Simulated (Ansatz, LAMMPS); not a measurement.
# Localised basis functions on amorphous Ge (61 atoms)

Wanted: errors and times of a linear-scaling basis for amorphous Ge (61 atoms). A setting counts as converged where the r.m.s. difference of forces stays under 1 % of the r.m.s. force.

Main program and level: Ansatz 0.2.0; Kohn-Sham DFT, PBE, PAW (set soft_2), plane waves.

## 1. The system as given

The cell holds 61 atoms: 61 Ge. Cell: a = 11.144 Å, b = 11.144 Å, c = 11.144 Å, α = 90.0°, β = 90.0°, γ = 90.0°. 61 atoms (61 Ge) placed at random at 5.32 g/cm³, melted at 3500 K for 10 ps at fixed volume with the Tersoff potential (Tersoff, Phys. Rev. B 39, 5566 (1989)). Quenched from 3500 K to 300 K at 3 K/ps and fixed volume, annealed at 1000 K for 20 ps, held 5 ps, then minimised at fixed cell.

Before any run, some limits are plain. The quench rate of 3 K/ps far exceeds what a furnace or splat quench reaches, so expect more defects and frozen-in strain than in a real sample. The starting topology of bonds comes from the classical model, and needn't be the one that DFT or experiment would give. Sampling is at Γ alone, for a cell whose shortest periodic width is 11 Å.

## 2. Making the structure

A classical potential makes the cell, at a small fraction of what the same run would cost in DFT.

This step: classical MD, Tersoff potential (Tersoff, Phys. Rev. B 39, 5566 (1989)) (LAMMPS 22 Jul 2025 - Update 4).

in.lmp reads:

```
# melt-quench of Ge61
units metal
atom_style atomic
boundary p p p
region box block 0 11.1439 0 11.1439 0 11.1439
create_box 1 box
mass 1 72.6300   # Ge
create_atoms 1 random 61 60638 NULL overlap 2.04 maxtry 2000
pair_style tersoff
pair_coeff * * SiCGe.tersoff Ge
neigh_modify delay 0 every 1 check yes
thermo_style custom step time temp pe press density
thermo_modify norm yes
timestep 0.001
thermo 100
min_style cg
minimize 1e-4 1e-4 200 2000
reset_timestep 0
velocity all create 3500 60639 mom yes dist gaussian
fix lim all nve/limit 0.05
fix lan all langevin 3500 3500 0.1 60640 zero yes
thermo 500
run 1000 post no
unfix lim
unfix lan
thermo 1666
fix md all nvt temp 3500 3500 0.1
run 10000 post no
unfix md
thermo 106666
fix md all nvt temp 3500 300 0.1
run 1066667 post no
unfix md
thermo 2500
# [... 11 lines left out ...]
thermo 2500
fix md all nvt temp 300 300 0.1
run 5000 post no
unfix md
thermo 100
min_style cg
minimize 0 1e-3 2000 20000
write_dump all custom glass.dump id type xs ys zs modify sort id
```

Command:

```console
> lmp -in in.lmp -log none -nocite
```

Output:

```text
LAMMPS (22 Jul 2025 - Update 4)
Created orthogonal box = (0 0 0) to (11.1439 11.1439 11.1439)
Created 61 atoms
   Step          Time           Temp          PotEng         Press         Density
         0   0              0             -1.607282       152490.17      5.3159798
        44   0.044          0             -2.9484317      15045.742      5.3159798
Loop time of 0.00821781 s on 1 MPI rank(s) for 44 steps with 61 atoms
Minimization stats:
  Stopping criterion = energy tolerance
  Energy initial, next-to-last, final =
     -1.60728196491086  -2.94828739416161  -2.94843173535878
  Force two-norm initial, final = 65.851631 2.2564983
[... 56 lines left out ...]
   1117667   1117.667       302.46883     -3.5073388     -7538.3176      5.3159798
Loop time of 0.412262 s on 1 MPI rank(s) for 5000 steps with 61 atoms
   Step          Time           Temp          PotEng         Press         Density
   1117667   1117.667       302.46883     -3.5073388     -7538.3176      5.3159798
   1117700   1117.7         302.46883     -3.540811      -9644.8253      5.3159798
   1117728   1117.728       302.46883     -3.5408144     -9580.0704      5.3159798
Loop time of 0.0160964 s on 1 MPI rank(s) for 61 steps with 61 atoms
Minimization stats:
  Stopping criterion = force tolerance
  Energy initial, next-to-last, final =
     -3.50733882136513  -3.54081435861831  -3.54081435952471
  Force two-norm initial, final = 7.0572197 0.00078030571
  Iterations, force evaluations = 61 191
```

Wall time 1.9 min (1 thread of Arm Neoverse V2, shared host); peak memory 0.07 GiB.

## 3. Plane-wave single point

The first run fixes the reference, at a cutoff of 420 eV.

input.yaml reads:

```yaml
crystal:
  lattice:
    - [11.1439, 0.0, 0.0]
    - [0.0, 11.1439, 0.0]
    - [0.0, 0.0, 11.1439]
  atoms:
    - { symbol: Ge, position: [0.79334, 0.30008, 0.96301] }
    - { symbol: Ge, position: [0.71219, 0.06547, 0.62132] }
    - { symbol: Ge, position: [0.67984, 0.45357, 0.37175] }
    - { symbol: Ge, position: [0.34557, 0.491, 0.48974] }
    - { symbol: Ge, position: [0.88759, 0.09123, 0.36212] }
    - { symbol: Ge, position: [0.35929, 0.26759, 0.44904] }
    - { symbol: Ge, position: [0.13204, 0.35534, 0.2461] }
    - { symbol: Ge, position: [0.24026, 0.71167, 0.23198] }
    - { symbol: Ge, position: [0.19493, 0.3601, 0.73824] }
    - { symbol: Ge, position: [0.53519, 0.83615, 0.8398] }
    - { symbol: Ge, position: [0.35152, 0.51469, 0.94838] }
    - { symbol: Ge, position: [0.77007, 0.85737, 0.56646] }
    - { symbol: Ge, position: [0.52584, 0.95451, 0.40081] }
    - { symbol: Ge, position: [0.03628, 0.67817, 0.66546] }
    - { symbol: Ge, position: [0.87636, 0.44954, 0.46904] }
    - { symbol: Ge, position: [0.53969, 0.5756, 0.04174] }
    - { symbol: Ge, position: [0.00581, 0.27655, 0.41206] }
    - { symbol: Ge, position: [0.00457, 0.5334, 0.99831] }
    - { symbol: Ge, position: [0.56811, 0.86842, 0.20124] }
    - { symbol: Ge, position: [0.15791, 0.22249, 0.56172] }
    - { symbol: Ge, position: [0.78909, 0.82014, 0.18093] }
    - { symbol: Ge, position: [0.50584, 0.20343, 0.86601] }
    - { symbol: Ge, position: [0.67057, 0.12788, 0.4036] }
    - { symbol: Ge, position: [0.5432, 0.36579, 0.7183] }
    - { symbol: Ge, position: [0.85267, 0.19057, 0.74445] }
    - { symbol: Ge, position: [0.14211, 0.89357, 0.34573] }
    - { symbol: Ge, position: [0.57625, 0.22636, 0.21115] }
    - { symbol: Ge, position: [0.65303, 0.12721, 0.0227] }
    - { symbol: Ge, position: [0.84233, 0.99026, 0.04571] }
    - { symbol: Ge, position: [0.5752, 0.30508, 0.50219] }
    - { symbol: Ge, position: [0.70989, 0.45984, 0.81455] }
    - { symbol: Ge, position: [0.38975, 0.05994, 0.54179] }
    - { symbol: Ge, position: [0.52027, 0.03558, 0.72369] }
    - { symbol: Ge, position: [0.03284, 0.4967, 0.78027] }
    - { symbol: Ge, position: [0.81227, 0.62044, 0.07334] }
    - { symbol: Ge, position: [0.86854, 0.40212, 0.68134] }
    - { symbol: Ge, position: [0.85622, 0.77559, 0.74933] }
    - { symbol: Ge, position: [0.18413, 0.98076, 0.56085] }
    - { symbol: Ge, position: [0.18656, 0.65495, 0.02446] }
    - { symbol: Ge, position: [0.21087, 0.80886, 0.6987] }
    - { symbol: Ge, position: [0.99407, 0.63677, 0.45464] }
    - { symbol: Ge, position: [0.37162, 0.50269, 0.72022] }
    - { symbol: Ge, position: [0.68321, 0.42804, 0.14281] }
    - { symbol: Ge, position: [0.33389, 0.23757, 0.22421] }
    - { symbol: Ge, position: [0.17339, 0.54897, 0.3575] }
    - { symbol: Ge, position: [0.69499, 0.67378, 0.8846] }
    - { symbol: Ge, position: [0.46036, 0.68529, 0.21605] }
    - { symbol: Ge, position: [0.1632, 0.84525, 0.91101] }
    - { symbol: Ge, position: [0.16448, 0.21095, 0.9098] }
    - { symbol: Ge, position: [0.26901, 0.01469, 0.99959] }
    - { symbol: Ge, position: [0.91006, 0.84802, 0.37538] }
    - { symbol: Ge, position: [0.56302, 0.77279, 0.52784] }
    - { symbol: Ge, position: [0.01321, 0.31227, 0.05049] }
    - { symbol: Ge, position: [0.41271, 0.72486, 0.69246] }
    - { symbol: Ge, position: [0.52014, 0.59815, 0.40443] }
    - { symbol: Ge, position: [0.34798, 0.29682, 0.99792] }
    - { symbol: Ge, position: [0.49042, 0.96499, 0.01694] }
    - { symbol: Ge, position: [0.95968, 0.92548, 0.86899] }
    - { symbol: Ge, position: [0.05318, 0.09492, 0.74296] }
    - { symbol: Ge, position: [0.97722, 0.11799, 0.16091] }
    - { symbol: Ge, position: [0.18753, 0.05722, 0.19986] }
kpoints:
  mp_grid: { grid: [1, 1, 1] }
hamiltonian:
  xc: pbe
scf:
  occupations: { method: fermi_dirac, width: 0.025 }
output:
  forces: true
  stress: true
  populations: intrinsic
  dos:
    method: { smearing: { sigma: 0.08 } }
    de: 0.1
    projected: { site_lists: { Ge: [Ge] } }
  eigenvalues: true
  write_density: true
  write_potential: true
  volumetric_format: npy
```

Command:

```console
> ansatz run input.yaml --threads 8 --pin off --max-ram 15872MiB --backend cpu --events-out ev --progress --plain --runs-dir out
```

Output:

```text
Engine: ansatz 0.2.0, aarch64-unknown-linux-gnu
Pseudopotentials: kind: paw
Pseudopotential: Ge, paw, valence charge 14, recommended cutoff 420 eV (normal), Ge.paw.azcp
[... 5 lines on functional and potentials left out ...]
Crystal: 61 atoms, lattice volume = 1383.922 Å³
Basis set: ecut = 420 eV, 27081 PW (Γ), exchange–correlation on 150×150×150 points (8 copies of the dense FFT grid, shifted against one another)
Bands: 513, of which v1, the nominal top of the filled ones, is band 427 counted from 1 (426 counted from 0)
Symmetry: 1 space group operations
Space group: P1 (ITA 1), of the structure as read, at distance tolerance 1.1e-4 Å
k-points: 1
[... 3 lines on functional and potentials left out ...]
Initial density: superposition of atomic densities (neutral atoms: chi_scale 0, normalization atom), corrected by the library's trained network
Initial wavefunctions: pseudopotential atomic-orbital guess
Functional: x = pbe(κ = 0.804, μ = 0.219515), c = pbe(β = 0.066725)
SCF iter   1: F=—  HF=-261977.200402 eV  |F-HF|=—  |Δ(HF+E_count)|=         —  Δρ=4.08e-3  dr2=7.57e-1  ethr=1.77e-3  ⟨swp⟩=6.0  Hψ=1813  notcnv=0
preconditioner: auto → LDOS  [insulator: Δε(μ)=0.124 eV  Ē_g=22.177 eV  σ=0.025 eV  W_gap=0.85  n_scr=364 (ndim 8)  ℏωp=29.2 eV  f_vac=0.070  D(μ)=11.49/eV (n_scr^D=32)  ε∞_Penn≈2.7  β→1.0]
SCF iter   2: F=—  HF=-261977.118894 eV  |F-HF|=—  |Δ(HF+E_count)|=   8.15e-2  Δρ=2.53e-3  dr2=3.57e-1  ethr=8.87e-5  ⟨swp⟩=4.0  Hψ=1039  notcnv=0  defer=74
SCF iter   3: F=—  HF=-261977.046511 eV  |F-HF|=—  |Δ(HF+E_count)|=   7.24e-2  Δρ=5.64e-4  dr2=1.60e-2  ethr=4.19e-5  ⟨swp⟩=3.0  Hψ=878  notcnv=0  defer=74
SCF iter   4: F=—  HF=-261977.044107 eV  |F-HF|=—  |Δ(HF+E_count)|=   2.40e-3  Δρ=1.77e-4  dr2=8.21e-4  ethr=1.87e-6  ⟨swp⟩=2.0  Hψ=636  notcnv=0  defer=74
SCF iter   5: F=—  HF=-261977.044120 eV  |F-HF|=—  |Δ(HF+E_count)|=   1.31e-5  Δρ=6.49e-5  dr2=1.24e-4  ethr=9.61e-8  ⟨swp⟩=2.0  Hψ=867  notcnv=0  defer=74
SCF iter   6: F=—  HF=-261977.044121 eV  |F-HF|=—  |Δ(HF+E_count)|=   6.00e-7  Δρ=2.30e-5  dr2=1.78e-5  ethr=1.45e-8  ⟨swp⟩=2.0  Hψ=691  notcnv=0  defer=74
SCF iter   7: F=—  HF=-261977.043409 eV  |F-HF|=—  |Δ(HF+E_count)|=   7.11e-4  Δρ=9.62e-6  dr2=3.32e-6  ethr=2.09e-9  ⟨swp⟩=2.0  Hψ=927  notcnv=0  defer=74
SCF iter   8: F=—  HF=-261977.043409 eV  |F-HF|=—  |Δ(HF+E_count)|=   7.00e-8  Δρ=3.97e-6  dr2=5.48e-7  ethr=3.89e-10  ⟨swp⟩=2.0  Hψ=633  notcnv=0  defer=74
SCF iter   9: F=-261977.043409 eV  HF=-261977.043409 eV  |F-HF|=6.18e-8  |Δ(HF+E_count)|=   2.07e-8  Δρ=1.57e-6  dr2=9.09e-8  ethr=1.17e-11  ⟨swp⟩=12.0  Hψ=3494  notcnv=0
SCF 1 converged in 9 iterations: F = -261977.043409 eV  dr2 = 9.09e-8
  greatest PAW one-centre occupation: 0.998 electrons in one spin orbital (limit 2), on the Ge atom at site 0 (counted from 0), in its partial waves of l = 2
SCF converged after 9 iterations
Free energy (F): -261977.043409 eV
Harris-Foulkes:  -261977.043409 eV  (|F-HF|=6.18e-8)
Internal energy: -261977.002122 eV  (E = F + TS)
E sigma→0 (E₀):  -261977.022765 eV
Entropy (-TS):   -0.041287 eV (-0.677 meV/atom)
Fermi energy:    8.345723 eV
--- Per-component energies (eV) ---
  E_band       = -9105.078596
  E_kinetic    = 6786.926491
  E_local      = -152102.926669  (includes V_loc(G=0)·N_el)
  E_nonlocal   = 25473.948639
  E_hartree    = 66823.253663
  E_xc         = -4609.126823
  E_vxc        = -3937.790626  (∫ρ·V_xc dr)
  E_paw        = -123148.352443  (= ΣΔE_a)
  E_vpaw       = -18971.774005  (= ΣTr[D̂ρ^β])
  E_aug_tail   = 0.018402  (compensation charges beyond the density's cutoff)
  E_ewald      = -81200.743382
  E_smearing   = -0.041287  (= −TS)
  E_closure    = 0.000000  (closes the sum)
  Σ components = -261977.043409   (vs F -261977.043409, Δ=0.00e0)
--- Forces (eV/Å), atoms counted from 1 ---
  atom   1  Ge     0.17176978     0.13440691    -0.41798314
  atom   2  Ge     0.18642749     0.45731548     0.23496543
  atom   3  Ge    -0.05532147    -0.02085387    -0.17872012
  atom   4  Ge    -0.60949526    -0.12293815     0.16565610
  atom   5  Ge    -0.17861539     0.28431279     0.01375543
  atom   6  Ge     0.30697980     0.08633287    -0.23423028
  atom   7  Ge    -0.05445959     0.35446999     0.09506128
  atom   8  Ge     0.34268489     0.18777743    -0.05536850
  atom   9  Ge     0.82276706    -0.68661659     0.02025347
  atom  10  Ge    -0.10477167     0.29877537     0.40381145
  atom  11  Ge    -0.15444733     0.34871151    -0.51834147
  atom  12  Ge    -0.06021982    -0.18783081     0.01347441
  atom  13  Ge     0.25533902     0.08475403    -0.18255198
  atom  14  Ge     0.25138636    -0.02042128    -0.39762090
[...]
atom  60  Ge    -0.09512979     0.09658010     0.00724762
  atom  61  Ge     0.19695106     0.08087389    -0.03482297
  max |Σ_I F_I| component: 2.53e-5 eV/Å
--- Stress (GPa, compression-positive) ---
        3.919558       0.823407       0.758031
        0.823407       3.569758       0.267134
        0.758031       0.267134       3.553247
  P = ⅓ Tr σ = 3.6809 GPa (36.809 kbar)
--- Band table (eV) ---
  k-point 0: bands = ["-16.4792", "-16.4697", "-16.4650", "-16.4479", [... 497 levels ...], "13.3388", "13.4032", "13.4638", "13.5300", "13.6140", "13.6781", "13.7470", "13.7669", "13.8553", "13.8769", "13.9033", "13.9370"]
--- intrinsic populations: 61 sites ---
  site symbol       q [e]
     0     Ge     13.9516
     1     Ge     13.9572
     2     Ge     13.9929
[...]
60     Ge     14.0214
  spilling = -0.000000 (of n_electrons = 854.000000)
```

Run time: 15 s. Hardware: 8 threads of Arm Neoverse V2, shared host; peak memory 2.1 GiB.

Reading the cycles: dr2 is the Hartree energy of the density residual (eV), the measure of convergence; HF is the Harris–Foulkes estimate of the energy, which meets the free energy F at convergence.

Read from the output:

```
free energy                             : -261977.0434 eV
free energy per atom                    : -4294.7056 eV/atom
SCF cycles                              : 9
pressure                                : 3.681 GPa
r.m.s. force component                  : 0.2677 eV/Å
longest force                           : 1.072 eV/Å
Fermi energy                            : 8.346 eV
levels partly filled by over 2 per cent : 2
```

The r.m.s. force component of 0.27 eV/Å sets the scale for the differences below.

## 4. Support functions low

With localised support functions most steps grow linearly with size, though the diagonalisation grows faster unless the density matrix is cut; this run measures error and cost at this size.

This step: Kohn-Sham DFT, PBE, PAW (set soft_2), localised support functions (low) (Ansatz 0.2.0).

input.yaml, the sections that differ from step 3:

```yaml
scf:
  occupations: { method: fermi_dirac, width: 0.025 }
  eigensolver: { kind: { support_functions: { accuracy: low } } }
  max_iter: 150
output:
  forces: true
  eigenvalues: true
# crystal, kpoints, hamiltonian: as in step 3
```

Output:

```text
Warning: scf.eigensolver.kind.support_functions: disabling space-group detection — the functions' gradient is summed over unrotated k-points, so no spatial operation reduces the k-mesh or symmetrises the density; time reversal is kept, so that k and −k are solved as one point where they differ and the mesh holds both, and exact exchange and, on two spinor components, a DFT+U term hold to it where the run has them: [...]
settings of this run that can trade accuracy for cost: scf.eigensolver.kind.support_functions; scf.eigensolver.kind.support_functions.accuracy: low [...]
[...]
Crystal: 61 atoms, lattice volume = 1383.922 Å³
Basis set: ecut = 420 eV, 27081 PW (Γ), exchange–correlation on 150×150×150 points (8 copies of the dense FFT grid, shifted against one another)
Bands: 513, of which v1, the nominal top of the filled ones, is band 427 counted from 1 (426 counted from 0)
Symmetry: 1 space group operations
k-points: 1
[...]
SCF iter   1: F=—  HF=-261964.775265 eV  |F-HF|=—  |Δ(HF+E_count)|=         —  Δρ=2.63e-2  dr2=1.02e1  ethr=1.00e-1
[...]
SCF iter  10: F=—  HF=-261977.118789 eV  |F-HF|=—  |Δ(HF+E_count)|=   7.62e-4  Δρ=3.16e-5  dr2=2.23e-5  ethr=1.35e-8  κ⁻¹=1.6e-5(r=7)
SCF iter  11: F=-261977.119339 eV  HF=-261977.119345 eV  |F-HF|=5.26e-6  |Δ(HF+E_count)|=   5.56e-4  Δρ=1.50e-5  dr2=3.86e-6  ethr=2.61e-9
SCF 1 converged in 11 iterations: F = -261977.125494 eV  dr2 = 3.86e-6
[...]
SCF converged after 11 iterations
Stability not checked: this state was not tested for a lower state beside it, because the mixer in use, unlike msr1, does not test its closes by its own steps (another_mixer; see scf.mixing.algorithm and scf.lower_state_search)
Free energy (F): -261977.125494 eV
[...]
Internal energy: -261977.084296 eV  (E = F + TS)
E sigma→0 (E₀):  -261977.104895 eV
Entropy (-TS):   -0.041198 eV (-0.675 meV/atom)
Fermi energy:    8.345417 eV
[...]
Σ components = -261977.125494   (vs F -261977.125494, Δ=0.00e0)
--- Forces (eV/Å), atoms counted from 1 ---
  atom   1  Ge     0.17193855     0.13436553    -0.41808822
  atom   2  Ge     0.18629067     0.45745868     0.23488397
  atom   3  Ge    -0.05530975    -0.02105224    -0.17872301
  atom   4  Ge    -0.60948601    -0.12287886     0.16568900
[...]
atom  61  Ge     0.19694484     0.08098546    -0.03457535
  max |Σ_I F_I| component: 7.26e-4 eV/Å
--- Band table (eV) ---
[...]
```

The job ended after 56 s (8 threads; peak memory 3.4 GiB).

The program notes that the band table was not solved further than the SCF left it and it switched symmetry off.

Keys that differ from the reference: support_functions.accuracy = "low" and scf.max_iter = 150.

Forces differ from the reference by 0.14 meV/Å r.m.s., 0.054 % of their size, well within a tolerance of 1 %; the energy by -1.3 meV/atom. It took roughly 3.7 times the reference's time (one timing each, with unlike analyses asked), in 11 cycles against 9.

## 5. Support functions medium

The cell is solved in localised support functions.

This step: Kohn-Sham DFT, PBE, PAW (set soft_2), localised support functions (medium) (Ansatz 0.2.0).

input.yaml, the sections that differ from step 4:

```yaml
scf:
  occupations: { method: fermi_dirac, width: 0.025 }
  eigensolver: { kind: { support_functions: { accuracy: medium } } }
  max_iter: 150
# crystal, kpoints, hamiltonian, output: as in step 4
```

Output:

```text
[...]
Crystal: 61 atoms, lattice volume = 1383.922 Å³
Basis set: ecut = 420 eV, 27081 PW (Γ), exchange–correlation on 150×150×150 points (8 copies of the dense FFT grid, shifted against one another)
Bands: 513, of which v1, the nominal top of the filled ones, is band 427 counted from 1 (426 counted from 0)
Symmetry: 1 space group operations
k-points: 1
[...]
SCF iter   1: F=—  HF=-261964.775265 eV  |F-HF|=—  |Δ(HF+E_count)|=         —  Δρ=2.63e-2  dr2=1.02e1  ethr=1.00e-1
[...]
SCF iter  11: F=—  HF=-261977.119345 eV  |F-HF|=—  |Δ(HF+E_count)|=   5.56e-4  Δρ=1.50e-5  dr2=3.86e-6  ethr=2.61e-9  κ⁻¹=9.4e-6(r=7)
SCF iter  12: F=-261977.119765 eV  HF=-261977.119765 eV  |F-HF|=1.06e-7  |Δ(HF+E_count)|=   4.21e-4  Δρ=6.63e-6  dr2=7.63e-7  ethr=4.52e-10
SCF 1 converged in 12 iterations: F = -261977.125507 eV  dr2 = 7.63e-7
[...]
SCF converged after 12 iterations
[...]
Free energy (F): -261977.125507 eV
[...]
Internal energy: -261977.084274 eV  (E = F + TS)
E sigma→0 (E₀):  -261977.104891 eV
Entropy (-TS):   -0.041233 eV (-0.676 meV/atom)
Fermi energy:    8.345453 eV
[...]
Σ components = -261977.125507   (vs F -261977.125507, Δ=0.00e0)
--- Forces (eV/Å), atoms counted from 1 ---
  atom   1  Ge     0.17196714     0.13438015    -0.41800664
  atom   2  Ge     0.18628601     0.45747899     0.23487303
  atom   3  Ge    -0.05529179    -0.02097212    -0.17877740
  atom   4  Ge    -0.60944740    -0.12284883     0.16568038
[...]
atom  61  Ge     0.19693406     0.08097254    -0.03464875
  max |Σ_I F_I| component: 6.97e-4 eV/Å
--- Band table (eV) ---
[...]
```

The job ended after 60 s (8 threads; peak memory 3.5 GiB; 7.9 min of CPU time).

Keys that differ from the reference: support_functions.accuracy = "medium" and scf.max_iter = 150.

Forces differ from the reference by 0.11 meV/Å r.m.s., 0.043 % of their size, well within a tolerance of 1 %; the energy by -1.3 meV/atom. It took roughly 4.0 times the reference's time (one timing each, with unlike analyses asked), in 12 cycles against 9.

(Continued in part 2 of 2.)

[Long decimals in the printed logs are rounded to 6 places.]

[Logs are printed without paths, hosts, clocks, repeated set-up lines and the standing remarks that a program may print on its own settings, such as how far it seeks lower states.]

[Hosts, paths, dates, database ids (printed as entryN), source tags and the programs' standing remarks are cut or masked in the printed files.]
